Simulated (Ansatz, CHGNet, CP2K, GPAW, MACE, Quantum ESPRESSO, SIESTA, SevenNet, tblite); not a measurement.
## SIESTA on glassy ZnIn2Ga2O7 (96 atoms): settings against a plane-wave reference

How do the settings of SIESTA change the result for glassy ZnIn2Ga2O7 (96 atoms)? A plane-wave run serves as the yardstick.

Method: the method is named at each step, in SIESTA 5.4.2.

### Step 1. The starting structure

The cell holds 96 atoms: 16 Ga, 16 In, 56 O and 8 Zn. Its edges and angles: a = 10.656 Å, b = 10.656 Å, c = 10.656 Å, α = 90.0°, β = 90.0°, γ = 90.0°. 96 atoms (16 Fe, 16 Sc, 56 O, 8 Zn) placed at random at 4.16 g/cm³, melted at 4500 K for 20 ps at fixed volume with the Morse and Coulomb pair potential with partial charges (Pedone, Malavasi, Menziani, Cormack and Segre, J. Phys. Chem. B 110, 11780 (2006)). Quenched from 4500 K to 300 K at 100 K/ps and fixed volume, held 5 ps. Then Fe was replaced by Ga, Sc was replaced by In (the potential has no terms for the new elements, so the cell is a start for a DFT relaxation). Then every atom was moved at random, 0.03 Å r.m.s. a Cartesian component.

The yardstick, on the same geometry:

- method: Kohn-Sham DFT, PBE, PAW, plane waves (Ansatz 0.2.0); cutoff 420 eV, Γ point, fermi-dirac smearing of 0.05 eV; PAW set soft_2
- r.m.s. force component: 1.03 eV/Å
- longest force: 4.265 eV/Å
- pressure: 4.822 GPa
- gap (highest filled to lowest empty level): 0.5266 eV
- SCF cycles: 10
- time: 36 s on 4 threads of Arm Neoverse V1, shared host
- CPU time: 2.2 min

### Step 2. PBE, DZP, shift 0.01 Ry, mesh 500 Ry

Method: Kohn-Sham DFT, PBE, PseudoDojo 0.4.1 norm-conserving pseudopotentials (converted to PSML), numerical atomic orbitals (DZP), diagonalisation.

The .psml files are PseudoDojo norm-conserving potentials that we converted to this format, checked against plane waves on the same files for H, C, O, Si, Ge and Ca alone.

The input, input.fdf:

```
SystemLabel cell
NumberOfAtoms 96
NumberOfSpecies 4
%block ChemicalSpeciesLabel
  1 31 Ga
  2 49 In
  3 8 O
  4 30 Zn
%endblock ChemicalSpeciesLabel
LatticeConstant 1.0 Ang
%block LatticeVectors
  10.65570 0.00000 0.00000
  0.00000 10.65570 0.00000
  0.00000 0.00000 10.65570
%endblock LatticeVectors
PAO.BasisSize DZP
PAO.EnergyShift 0.01 Ry
XC.Functional GGA
XC.Authors PBE
MeshCutoff 500 Ry
%block kgrid_Monkhorst_Pack
  1 0 0 0.0
  0 1 0 0.0
  0 0 1 0.0
%endblock kgrid_Monkhorst_Pack
SolutionMethod diagon
OccupationFunction FD
ElectronicTemperature 580 K
SCF.Mixer.Method Pulay
SCF.Mixer.Weight 0.15
SCF.Mixer.History 8
SCF.Mix Hamiltonian
MaxSCFIterations 300
SCF.DM.Tolerance 1e-04
SCF.H.Tolerance 1.0e-3 eV
WriteForces T
Write.HirshfeldPop T
Write.VoronoiPop T
Write.DM F
Write.H F
XML.Write F
AtomicCoordinatesFormat Fractional
%block AtomicCoordinatesAndAtomicSpecies
  0.46354 0.62140 0.51841 1
  0.57994 0.51905 0.03210 1
  0.00403 0.10107 0.06491 1
  0.79372 0.31351 0.04948 1
  0.75399 0.99919 0.91468 1
  0.72488 0.42283 0.77944 1
  0.77625 0.11878 0.29273 1
  0.05246 0.30830 0.28526 1
  0.53720 0.67141 0.80375 1
  0.01406 0.54137 0.68974 1
  0.01784 0.81105 0.50969 1
  0.52827 0.08106 0.13859 1
  0.67579 0.15637 0.61824 1
  0.52109 0.23070 0.85365 1
  0.83099 0.77872 0.75135 1
  0.47023 0.36105 0.61127 1
  0.70199 0.83614 0.16195 2
  0.87534 0.34158 0.49173 2
  0.72332 0.85034 0.46738 2
  0.19383 0.51306 0.46844 2
  0.85880 0.59814 0.98761 2
  0.96657 0.83416 0.16718 2
  0.51259 0.91753 0.73510 2
  0.52317 0.06693 0.41652 2
  0.05428 0.33600 0.93780 2
  0.29342 0.82135 0.31181 2
  0.27312 0.08067 0.57549 2
  0.25865 0.81767 0.74348 2
  0.97648 0.04847 0.64034 2
  0.61771 0.36990 0.30667 2
  0.28776 0.46679 0.80642 2
  0.16787 0.63120 0.00878 2
  0.32540 0.65246 0.40453 3
  0.10831 0.12920 0.52232 3
  0.44484 0.54852 0.88998 3
  0.84886 0.20258 0.63853 3
  0.61890 0.07688 0.79878 3
  0.75883 0.49399 0.12526 3
  0.37733 0.94304 0.16908 3
  0.59366 0.54176 0.65823 3
  0.62128 0.30661 0.69249 3
  0.57843 0.70418 0.09139 3
  0.02976 0.41318 0.42808 3
  0.85617 0.14189 0.97246 3
  0.76736 0.45949 0.37637 3
  0.20092 0.65884 0.82940 3
  0.82759 0.76207 0.29471 3
  0.11348 0.90235 0.64648 3
  0.69149 0.58020 0.88995 3
  0.29936 0.68561 0.13911 3
  0.42252 0.83722 0.88258 3
  0.59766 0.70739 0.44917 3
  0.35516 0.96249 0.44531 3
  0.14144 0.16281 0.94762 3
  0.43638 0.75081 0.65672 3
  0.24851 0.41571 0.30696 3
[... 36 atom lines left out ...]
  0.04643 0.05603 0.35233 4
  0.35279 0.30006 0.19301 4
  0.41832 0.79037 0.06528 4
  0.24044 0.03476 0.10979 4
%endblock AtomicCoordinatesAndAtomicSpecies
```

The run is started by

```
$ OMP_NUM_THREADS=1 mpirun -np 4 siesta < input.fdf > output.txt
```

The program printed:

```text
Version         : 5.4.2
reinit: System Name:
reinit: System Label: cell
initatom: Reading input for the pseudopotentials and atomic orbitals ----------
Species number:   1 Atomic number:   31 Label: Ga
Species number:   2 Atomic number:   49 Label: In
Species number:   3 Atomic number:    8 Label: O
Species number:   4 Atomic number:   30 Label: Zn
Ground state valence configuration (from tables):   4s02  4p01  4d00  4f00
Ground state valence configuration (from tables):   5s02  5p01  5d00  4f00
Ground state valence configuration (from tables):   2s02  2p04  3d00  4f00
Ground state valence configuration (from tables):   4s02  4p00  3d10  4f00
---- Processing specs for species: Ga
GGA--PBE XC_GGA_X_PBE--XC_GGA_C_PBE pb
Semicore shell(s) with 10 electrons included in the valence for Ga
---- Processing specs for species: In
GGA--PBE XC_GGA_X_PBE--XC_GGA_C_PBE pb
Semicore shell(s) with 10 electrons included in the valence for In
---- Processing specs for species: O
GGA--PBE XC_GGA_X_PBE--XC_GGA_C_PBE pb
---- Processing specs for species: Zn
GGA--PBE XC_GGA_X_PBE--XC_GGA_C_PBE pb
Semicore shell(s) with  8 electrons included in the valence for Zn
Semicore shell(s): 3d
Fallback to non-perturbative polarization scheme for Ga
Please see the manual if this is not desired in principle
Semicore shell(s): 4d
Fallback to non-perturbative polarization scheme for In
Please see the manual if this is not desired in principle
Semicore shell(s): 3s 3p
Fallback to non-perturbative polarization scheme for Zn
Please see the manual if this is not desired in principle
Ga pseudopotential only contains V_ls up to l=2 -- lmxkb reset.
In pseudopotential only contains V_ls up to l=2 -- lmxkb reset.
O pseudopotential only contains V_ls up to l=2 -- lmxkb reset.
Zn pseudopotential only contains V_ls up to l=2 -- lmxkb reset.
Using PAO.SplitTailNorm
%block ChemicalSpeciesLabel
    1   31 Ga                      # Species index, atomic number, species label
[... lines left out ...]
Total number of electrons:   912.000000
[... lines left out ...]
outcell: Cell vector modules (Ang)   :   10.655700   10.655700   10.655700
outcell: Cell angles (23,13,12) (deg):     90.0000     90.0000     90.0000
outcell: Cell volume (Ang**3)        :   1209.8902
Gamma-point calculation with interaction between periodic images
Gamma-point calculation with interaction between periodic images
Some features might not work optimally:
Some features might not work optimally:
e.g. DM initialization from atomic data
e.g. DM initialization from atomic data
new_DM -- step:     1
Initializing Density Matrix...
Attempting to read DM from file... Failed...
DM filled with atomic data:
InitMesh: MESH = 144 x 144 x 144 = 2985984
InitMesh: Mesh cutoff (required, used) =   500.000   504.735 Ry
stepf: Fermi-Dirac step function
        iscf     Eharris(eV)        E_KS(eV)     FreeEng(eV)     dDmax    Ef(eV) dHmax(eV)
   scf:    1  -124683.788032  -130163.131102  -130163.875439  1.706895 -0.975287165.865250
   scf:    2  -131432.544817  -132536.530251  -132536.676207  1.786203 -4.234138 62.385438
   scf:    3  -132916.954156  -132850.899082  -132850.911482  1.795129 -5.276391 17.691333
   scf:    4  -132885.919110  -132869.760790  -132869.762204  0.080700 -5.233720 13.227816
[...]
scf:   15  -132887.503917  -132887.503916  -132887.513553  0.000060 -5.038166  0.001079
   scf:   16  -132887.503915  -132887.503916  -132887.513553  0.000048 -5.038098  0.000583
SCF Convergence by DM+H criterion
max |DM_out - DM_in|         :     0.0000479200
max |H_out - H_in|      (eV) :     0.0005834730
SCF cycle converged after 16 iterations
Using DM_out to compute the final energy and forces
siesta: E_KS(eV) =          -132887.5039
siesta: E_KS - E_eggbox =   -132887.5039
siesta: Atomic forces (eV/Ang):
     1    0.997374   -0.172109    1.534433
     2   -0.118290    1.207837   -1.205513
     3   -0.377108   -0.715773    0.685234
[...]
95    1.653824    0.740601   -1.974345
    96   -0.732039    0.449256   -0.099003
----------------------------------------
   Tot   -0.013355    0.006387   -0.007478
----------------------------------------
   Max    3.416650
   Res    1.137605    sqrt( Sum f_i^2 / 3N )
----------------------------------------
   Max    3.416650    constrained
Stress tensor Voigt[x,y,z,yz,xz,xy] (kbar):      -84.19      -43.94      -60.19       22.91        9.05        2.62
(Free)E + p*V (eV/cell)  -132840.1103
Target enthalpy (eV/cell)  -132887.5136
siesta: Program's energy decomposition (eV):
siesta: Ebs     =    -18404.587115
siesta: Eions   =    160028.061028
siesta: Ena     =     10497.068187
siesta: Ekin    =     83035.340133
siesta: Enl     =    -37766.332070
siesta: DEna    =       470.821331
siesta: DUscf   =        70.414173
siesta: Ex      =    -27504.744135
siesta: Ec      =     -1662.010507
siesta: Exc     =    -29166.754642
siesta: Eharris =   -132887.503915
siesta: Etot    =   -132887.503916
siesta: FreeEng =   -132887.513553
siesta: Final energy (eV):
siesta:  Band Struct. =  -18404.587115
siesta:       Kinetic =   83035.340133
siesta:       Hartree =   44463.600562
siesta:         Exch. =  -27504.744135
siesta:         Corr. =   -1662.010507
siesta:   Exch.-corr. =  -29166.754642
siesta:  Ion-electron = -166740.647175
siesta:       Ion-ion =  -64479.042794
siesta:         Total = -132887.503916
siesta:         Fermi =      -5.038098
siesta: Stress tensor (static) (eV/Ang**3):
siesta:    -0.052549    0.001633    0.005651
siesta:     0.001633   -0.027422    0.014302
siesta:     0.005651    0.014302   -0.037568
siesta: Cell volume =       1209.890188 Ang**3
siesta: Pressure (static):
siesta:                Solid            Molecule  Units
siesta:           0.00042672          0.00047476  Ry/Bohr**3
siesta:           0.03917980          0.04359021  eV/Ang**3
siesta:          62.77296431         69.83920987  kBar
    Orbital volume contribution        =          53.781529 eV
    (Free)E + p_basis*V_orbitals       =     -132833.732024 eV
    (Free)Eharris+ p_basis*V_orbitals  =     -132833.732023 eV
Hirshfeld Atomic Populations:
Atom #   charge [q] valence [e]  Species
     1     0.327521   12.672479  Ga
     2     0.345263   12.654737  Ga
     3     0.315652   12.684348  Ga
[...]
17     0.382325   12.617675  In
    18     0.418066   12.581934  In
    19     0.426429   12.573571  In
[...]
33    -0.316533    6.316533  O
    34    -0.368456    6.368456  O
    35    -0.331938    6.331938  O
[...]
89     0.763019   19.236981  Zn
    90     0.745591   19.254409  Zn
    91     0.815400   19.184600  Zn
[...]
--------------------
 Total    -0.000032
Voronoi Atomic Populations:
Atom #   charge [q] valence [e]  Species
[...]
15     0.516180   12.483820  Ga
    16     0.511187   12.488813  Ga
[...]
31     0.526070   12.473930  In
    32     0.550583   12.449417  In
[...]
87    -0.372776    6.372776  O
    88    -0.402549    6.402549  O
[...]
95     0.858419   19.141581  Zn
    96     0.861587   19.138413  Zn
--------------------
 Total    -0.000032
```

Wall time 3.4 min (4 MPI ranks of Arm Neoverse V1, shared host); peak memory 3.2 GiB; 14 min of CPU time.

Banners, paths, timers and routine set-up lines are dropped from the logs unmarked, and long logs keep their key lines alone; longer cuts are marked.

Against the reference:

```yaml
r_m_s_force_component: 1.138 eV/Å
r_m_s_difference_of_force_components: 156.9 meV/Å
longest_difference_of_force_vectors: 626.3 meV/Å
force_difference_over_r_m_s_force: 15.22 %
slope_of_forces_against_the_reference_s: 1.098
correlation_of_force_components: 0.9944
spacing_of_highest_filled_and_lowest_empty_level: 0.4829 eV
gap_difference: -0.0437 eV
pressure: 6.277 GPa
pressure_difference: 1.455 GPa
```

Length of the force difference by element (eV/Å):

```csv
element,atoms,mean,most
Ga,16,0.20,0.47
In,16,0.31,0.63
O,56,0.25,0.47
Zn,8,0.18,0.22
```

Levels nearest the highest filled one (eV from it): -0.70, -0.68, -0.61, -0.61, -0.58, -0.52, -0.38, -0.32, -0.28, -0.23, -0.17, 0.00, 0.48, 2.72, 2.92, 3.01, 3.06, 3.19, 3.37, 3.74, 3.78, 3.95, 3.98, 4.07.

Local excerpt of 9 atoms (numbers count through the whole input) about In18, which bears the longest force; x, y, z are measured from there.

```csv
atom,x,y,z,distance (Å),bonds,Hirshfeld charge (e),Fx,Fy,Fz (eV/Å)
In18,0.00,0.00,0.00,0.00,5,0.42,-2.57,-2.33,3.42
O43,1.65,0.76,-0.68,1.94,3,-0.32,2.43,1.50,-1.70
O75,0.48,-1.40,-1.45,2.07,4,-0.33,-0.09,-0.56,-0.46
O45,-1.15,1.26,-1.23,2.10,4,-0.37,1.55,1.12,0.92
O79,-0.26,1.42,1.60,2.16,4,-0.32,-0.46,-0.30,0.04
O36,-0.28,-1.48,1.56,2.17,3,-0.32,-0.20,-0.06,0.01
O68,-2.10,-1.59,-0.62,2.71,4,-0.29,0.94,1.06,0.05
Ga8,1.89,-0.35,-2.20,2.92,5,0.35,1.61,-0.22,-2.03
Zn92,-1.53,2.51,0.28,2.95,5,0.76,-1.14,0.50,1.16
```

Forces lie 15 % from the reference's, at 6.0 times its CPU time.

### Step 3. PBE, SZP, shift 0.01 Ry, mesh 500 Ry

Method: Kohn-Sham DFT, PBE, PseudoDojo 0.4.1 norm-conserving pseudopotentials (converted to PSML), numerical atomic orbitals (SZP), diagonalisation.

input.fdf, as its differences from that of step 2:

```diff
@@ -15,3 +15,3 @@
 %endblock LatticeVectors
-PAO.BasisSize DZP
+PAO.BasisSize SZP
 PAO.EnergyShift 0.01 Ry
```

The run is started by

```
$ OMP_NUM_THREADS=1 mpirun -np 2 siesta < input.fdf > output.txt
```

The program printed:

```text
Version         : 5.4.2
reinit: System Name:
reinit: System Label: cell
initatom: Reading input for the pseudopotentials and atomic orbitals ----------
Species number:   1 Atomic number:   31 Label: Ga
Species number:   2 Atomic number:   49 Label: In
Species number:   3 Atomic number:    8 Label: O
Species number:   4 Atomic number:   30 Label: Zn
[... lines left out ...]
SCF Convergence by DM+H criterion
[... lines left out ...]
SCF cycle converged after 16 iterations
[... lines left out ...]
   Max    3.519789
[... lines left out ...]
   Max    3.519789    constrained
Stress tensor Voigt[x,y,z,yz,xz,xy] (kbar):     -100.14      -58.40      -75.92       24.12       10.30        1.63
[... lines left out ...]
siesta: FreeEng =   -132871.680001
[... lines left out ...]
siesta:         Fermi =      -4.815495
[... lines left out ...]
siesta:          78.15148791         86.22947672  kBar
[... lines left out ...]
     3     0.321982   12.678018  Ga
[...]
17     0.384689   12.615311  In
    18     0.419390   12.580610  In
    19     0.425887   12.574113  In
[...]
33    -0.317522    6.317522  O
    34    -0.371270    6.371270  O
    35    -0.337620    6.337620  O
[...]
89     0.777638   19.222362  Zn
    90     0.765627   19.234373  Zn
    91     0.832743   19.167257  Zn
[...]
--------------------
 Total    -0.000027
Voronoi Atomic Populations:
Atom #   charge [q] valence [e]  Species
[...]
15     0.516928   12.483072  Ga
    16     0.510876   12.489124  Ga
[...]
31     0.519856   12.480144  In
    32     0.541345   12.458655  In
[...]
87    -0.380051    6.380051  O
    88    -0.400849    6.400849  O
[...]
95     0.869060   19.130940  Zn
    96     0.870446   19.129554  Zn
--------------------
 Total    -0.000027
```

Elapsed: 4.9 min, on 2 MPI ranks; peak memory 2.5 GiB; 9.8 min of CPU time.

Compared with the plane-wave run:

```yaml
r_m_s_force_component: 1.168 eV/Å
r_m_s_difference_of_force_components: 193.3 meV/Å
longest_difference_of_force_vectors: 840.1 meV/Å
force_difference_over_r_m_s_force: 18.76 %
slope_of_forces_against_the_reference_s: 1.125
correlation_of_force_components: 0.9924
spacing_of_highest_filled_and_lowest_empty_level: 0.494 eV
gap_difference: -0.0326 eV
pressure: 7.815 GPa
pressure_difference: 2.993 GPa
```

This is a coarse setting, run to see what it loses.

Against the first run (15 %), the force difference from the reference is 19 %, at 0.73 times the CPU time (on 2 against 4 cores), with 1056 basis functions against 1456: the smaller basis costs accuracy.

### Step 4. All runs compared

Differences are against the plane-wave reference, forces as r.m.s. over components; share is that over the reference's r.m.s. force, slope the least-squares factor from reference forces to these. Total energies of different programs have different zeros and aren't compared.

```csv
run,"Δ force, r.m.s. (meV/Å)",share (%),slope,Δ pressure (GPa),Δ gap (eV),cores,CPU time,memory (GiB)
reference,-,-,-,-,-,4,2.2 min,2.0
"SIESTA PBE, DZP, shift 0.01 Ry, mesh 500 Ry",157,15.2,1.098,1.45,-0.0437,4,14 min,3.2
"SIESTA PBE, SZP, shift 0.01 Ry, mesh 500 Ry (coarse)",193,18.8,1.125,2.99,-0.0326,2,9.8 min,2.5
```

Rows marked coarse were listed beforehand as settings not expected to be converged; some can still land near the reference.

CPU time is summed over cores on a shared host, where runs went side by side, so it is rough. Symmetry, cutoffs, thresholds, outputs and thread counts weren't matched or tuned between programs; memory under MPI is the largest rank's times the ranks.

### Step 5. Summary of results

| Quantity | Value |
| --- | --- |
| nearest in forces | SIESTA PBE, DZP, shift 0.01 Ry, mesh 500 Ry, 15 % |
| its CPU time | 14 min |

What this shows: The PBE run in local orbitals, coarse settings apart, differs by 15 % (SIESTA PBE, DZP, shift 0.01 Ry, mesh 500 Ry); basis, grid and potentials can all enter. Runs with settings chosen to be coarse differ by 19 % (SIESTA PBE, SZP, shift 0.01 Ry, mesh 500 Ry), their programs' other errors included. None of the electronic-structure runs in the table takes under half the reference's CPU time of 2.2 min; they take 4.4 to 6.0 times as much. SIESTA PBE, SZP, shift 0.01 Ry, mesh 500 Ry stiffens the forces by a factor of 1.13 while following their directions (correlation 0.992); the slopes of the 2 SIESTA runs lie between 1.10 and 1.13. At the same functional, gaps differ from the reference's 0.527 eV by between -0.04 and -0.03 eV. In pressure, SIESTA PBE, SZP, shift 0.01 Ry, mesh 500 Ry misses by +3.0 GPa, at the same functional. The potentials hold different valence shells: 848 electrons in the reference, 912 in SIESTA; this bears on time and differences. The quench rate of 100 K/ps is many orders above laboratory rates, so the cell is likely richer in defects and strain than a real sample. The network of bonds at the start is that of the classical potential that made the cell, and needn't be the one that DFT or experiment would give. The reference's stress is far from hydrostatic: its diagonal is 6.6, 3.1, 4.8 GPa, compression counted positive. The electronic-structure runs sample only Γ, in a cell whose shortest periodic width is 11 Å.

[Also dropped from logs without a mark: logging warnings of Python, and SIESTA's first energy breakdown and zero terms.]

[Logs are printed without paths, hosts, clocks, repeated set-up lines and the standing remarks that a program may print on its own settings, such as how far it seeks lower states.]

[Hosts, paths, dates, database ids (printed as entryN), source tags and the programs' standing remarks are cut or masked in the printed files.]
